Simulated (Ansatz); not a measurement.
# Ir(100) film, 1 layer, flat: channels in plane against thickness, part 2 of 2

Aim: the ballistic channels of flat films against thickness, first Ir(100) film, 1 layer, flat.

Ansatz 0.2.0; Ansatz plane-wave DFT, PBE, PAW files; ballistic transport by layer matching (Landauer), zero bias.

So far, lead conductance per cell (G₀): step 2 (with 1 layer) 3.02.

### 5. With 4 layers, thickness 7.679 A

The film grows to 4 layers.

System of this step: Ir(100) film, 4 layers, flat. The cell holds 4 atoms: 4 Ir. Cell: a = 16.759 Å, b = 2.715 Å, c = 2.715 Å, α = 90.0°, β = 90.0°, γ = 90.0°. It derives from Ir. Vacuum lies along a. The structure's axis is c.

File input.yaml:

```yaml
crystal:
  lattice:
    - [16.7591, 0.0, 0.0]
    - [0.0, 2.7148657757, 0.0]
    - [0.0, 0.0, 2.7148657757]
  atoms:
    - { symbol: Ir, position: [0.2685108389, 0.0, 0.0] }
    - { symbol: Ir, position: [0.3830575628, 0.5, 0.5] }
    - { symbol: Ir, position: [0.4976042866, 0.0, 0.0] }
    - { symbol: Ir, position: [0.6121510105, 0.5, 0.5] }
kpoints:
  mp_grid: { grid: [1, 15, 15] }
hamiltonian:
  xc: pbe
scf:
  occupations: { method: fermi_dirac, width: 0.1 }
output:
  transmission:
    leads: [[0, 0]]
    kmesh: [1, 46]
    e_range: [-0.27, 0.27]
    de: 0.036
```

On the command line:

```bash
$ ansatz run input.yaml --threads 4 --pin off --max-ram 8192MiB --backend cpu --events-out ev --progress --plain --runs-dir out
```

Numbers of over 12 decimals in the logs are rounded to 6 here.

The log of the run:

```text
[...]
Crystal: 4 atoms, lattice volume = 123.523 Å³
Basis set: ecut = 420 eV, 2461 PW (Γ)
Bands: 41, of which v1, the nominal top of the filled ones, is band 34 counted from 1 (33 counted from 0)
Symmetry: 16 space group operations
[...]
k-points: 36 of 225
[...]
k-point 35: bands = [... 30 lower, 9.2355, 9.2645, 10.0071, 10.1725, 10.7754, 10.9143, 11.9378, 12.7418, ... 3 higher]
--- Transmission ---
  basis      : 409 plane waves across, 4 finite elements along
  points     : 24, standing for a mesh of 1 x 46
[...]
crystal 0  : Ir4, at the sites [0, 0], period 2.7149 Å: whole cells are its period
[...]
filled         : 9.3 meV over the level at which it is neutral
    channels       : 6.369565e0 a spin
[...]
[key lines of the parts left out:]
SCF converged after 8 iterations
Free energy (F): -47738.574367 eV
Fermi energy:    8.756484 eV
```

Elapsed: 11 min, on 4 threads of Arm Neoverse V2, shared host; peak memory 1.7 GiB.

Numbers from this step:

```yaml
free_energy: -47738.5744 eV
energy_at_zero_smearing: -47738.4794 eV
fermi_energy: 8.756 eV
cell_area: 45.50 Å²
estimated_errors_of_the_lead_s_conductance: 0, 5.4, 0.3 % (band edges, k-mesh, distance from neutral)
lead_conductance_per_cell: 6.213 G₀
```

Per spin. Open channels, zone mean, lead against energy, zero at the Fermi level:

```
energy (eV)  open channels, zone mean, lead
     -0.270                            6.04
     -0.234                            6.09
     -0.198                            6.22
     -0.162                            6.78
     -0.126                            6.61
     -0.090                            6.57
     -0.054                            6.35
     -0.018                            6.20
      0.018                            6.37
      0.054                            6.11
      0.090                            5.78
      0.126                            5.22
      0.162                            4.96
      0.198                            4.91
      0.234                            4.57
      0.270                            4.35
```

The lead conductance per cell is 6.21 G₀, 46 % over the 4.24 G₀ of the last finished run.

### 6. With 5 layers, thickness 9.598 A

The film grows to 5 layers.

System of this step: Ir(100) film, 5 layers, flat. The cell holds 5 atoms: 5 Ir. Its edges and angles: a = 18.679 Å, b = 2.715 Å, c = 2.715 Å, α = 90.0°, β = 90.0°, γ = 90.0°. It derives from Ir. Vacuum lies along a. The structure's axis is c.

input.yaml, the sections that differ from step 5:

```yaml
crystal:
  lattice:
    - [18.6788, 0.0, 0.0]
    - [0.0, 2.7148657757, 0.0]
    - [0.0, 0.0, 2.7148657757]
  atoms:
    - { symbol: Ir, position: [0.2409148339, 0.0, 0.0] }
    - { symbol: Ir, position: [0.3436891021, 0.5, 0.5] }
    - { symbol: Ir, position: [0.4464633702, 0.0, 0.0] }
    - { symbol: Ir, position: [0.5492376384, 0.5, 0.5] }
    - { symbol: Ir, position: [0.6520119065, 0.0, 0.0] }
# kpoints, hamiltonian, scf, output: as in step 5
```

The log of the run:

```text
[...]
Crystal: 5 atoms, lattice volume = 137.672 Å³
Basis set: ecut = 420 eV, 2763 PW (Γ)
Bands: 51, of which v1, the nominal top of the filled ones, is band 43 counted from 1 (42 counted from 0)
Symmetry: 16 space group operations
[...]
k-points: 36 of 225
[...]
k-point 35: bands = [... 39 lower, 11.1545, 11.6930, 11.9041, 11.9232, 12.5248, 12.6397, 13.3695, 14.2003, ... 4 higher]
--- Transmission ---
  basis      : 451 plane waves across, 4 finite elements along
  points     : 24, standing for a mesh of 1 x 46
[...]
crystal 0  : Ir5, at the sites [0, 0], period 2.7149 Å: whole cells are its period
[...]
filled         : 13.3 meV under the level at which it is neutral
    channels       : 5.913043e0 a spin
[...]
[key lines of the parts left out:]
SCF converged after 8 iterations
Free energy (F): -59673.909002 eV
Fermi energy:    10.516398 eV
```

It took 15 min on 4 threads; peak memory 2 GiB.

This step gave:

| Item | Value |
| --- | --- |
| free energy | -59673.9090 eV |
| energy at zero smearing | -59673.8122 eV |
| Fermi energy | 10.52 eV |
| cell area | 50.71 Å² |
| estimated errors of the lead's conductance | 0, 6.6, 1.2 % (band edges, k-mesh, distance from neutral) |
| lead conductance per cell | 6.002 G₀ |

Per spin. Table of open channels, zone mean, lead by energy, zero at the Fermi level:

```
energy (eV)  open channels, zone mean, lead
     -0.270                            6.02
     -0.234                            5.72
     -0.198                            5.93
     -0.162                            5.67
     -0.126                            5.72
     -0.090                            5.70
     -0.054                            5.70
     -0.018                            5.78
      0.018                            5.91
      0.054                            6.48
      0.090                            6.65
      0.126                            6.52
      0.162                            6.87
      0.198                            7.04
      0.234                            6.96
      0.270                            6.24
```

The lead conductance per cell is 6.00 G₀, 3.4 % under the 6.21 G₀ of the last finished run, within the error estimates, leads' steps apart, of 5.4 and 6.6 %.

### 7. All levels side by side

Times are for 4 threads of Arm Neoverse V2, shared host. Results by setting:

```
no.  layers  lead conductance per cell (G₀)     time  memory (GiB)
  1       1                           3.017     93 s          0.68
  2       2                           3.637  3.3 min          0.97
  3       3                           4.242  5.7 min           1.3
  4       4                           6.213   11 min           1.7
  5       5                           6.002   15 min           2.0
```

The runs together. Table of open channels, zone mean by energy, zero at the Fermi level:

```
energy (eV)     1     2     3     4     5
     -0.270  2.83  3.65  4.09  6.04  6.02
     -0.234     3  3.78  3.87  6.09  5.72
     -0.198  3.30  3.87  3.74  6.22  5.93
     -0.162  3.22  3.91  3.78  6.78  5.67
     -0.126  3.17  3.70  3.87  6.61  5.72
     -0.090  3.22  3.52  3.87  6.57  5.70
     -0.054  3.13  3.70     4  6.35  5.70
     -0.018     3  3.91  4.13  6.20  5.78
      0.018     3  3.48  4.35  6.37  5.91
      0.054     3  3.35  4.43  6.11  6.48
      0.090  2.91  2.96  4.39  5.78  6.65
      0.126  2.83  2.78  4.33  5.22  6.52
      0.162  2.78  2.67  4.37  4.96  6.87
      0.198  2.63  2.59  4.33  4.91  7.04
      0.234  2.63  2.46  4.28  4.57  6.96
      0.270  2.72  2.46  4.37  4.35  6.24
```

### 8. What came out

| Item | Value |
| --- | --- |
| conductance per cell, 1 layer | 3.02 G₀ |
| conductance per cell, 2 layers | 3.64 G₀ |
| conductance per cell, 3 layers | 4.24 G₀ |
| conductance per cell, 4 layers | 6.21 G₀ |
| conductance per cell, 5 layers | 6.00 G₀ |

The conductance per cell width goes from 3.02 G0 at 1 to 6.00 G0 at 5 layers. Over the film's own cross-section (layers × spacing × width) the conductance runs from 4.5 to 1.8×10¹⁵ S/m²; that nominal section leaves out the charge that spills into the vacuum, which flatters the thinnest films. The gains from one thickness to the next are 0.62, 0.60, 2.0 and -0.21 G0 per added layer; they differ by more than the error estimates allow, as expected where subbands cross the Fermi level in steps. The film repeats perfectly along the current, so nothing scatters; its faces are clean and not relaxed. Very thin films of this metal can turn magnetic, which an unpolarised run can't show. Spin-orbit coupling is left out, which matters for Ir.

[Logs are printed without paths, hosts, clocks, repeated set-up lines and the standing remarks that a program may print on its own settings, such as how far it seeks lower states.]

[Hosts, paths, dates, database ids (printed as entryN), source tags and the programs' standing remarks are cut or masked in the printed files.]
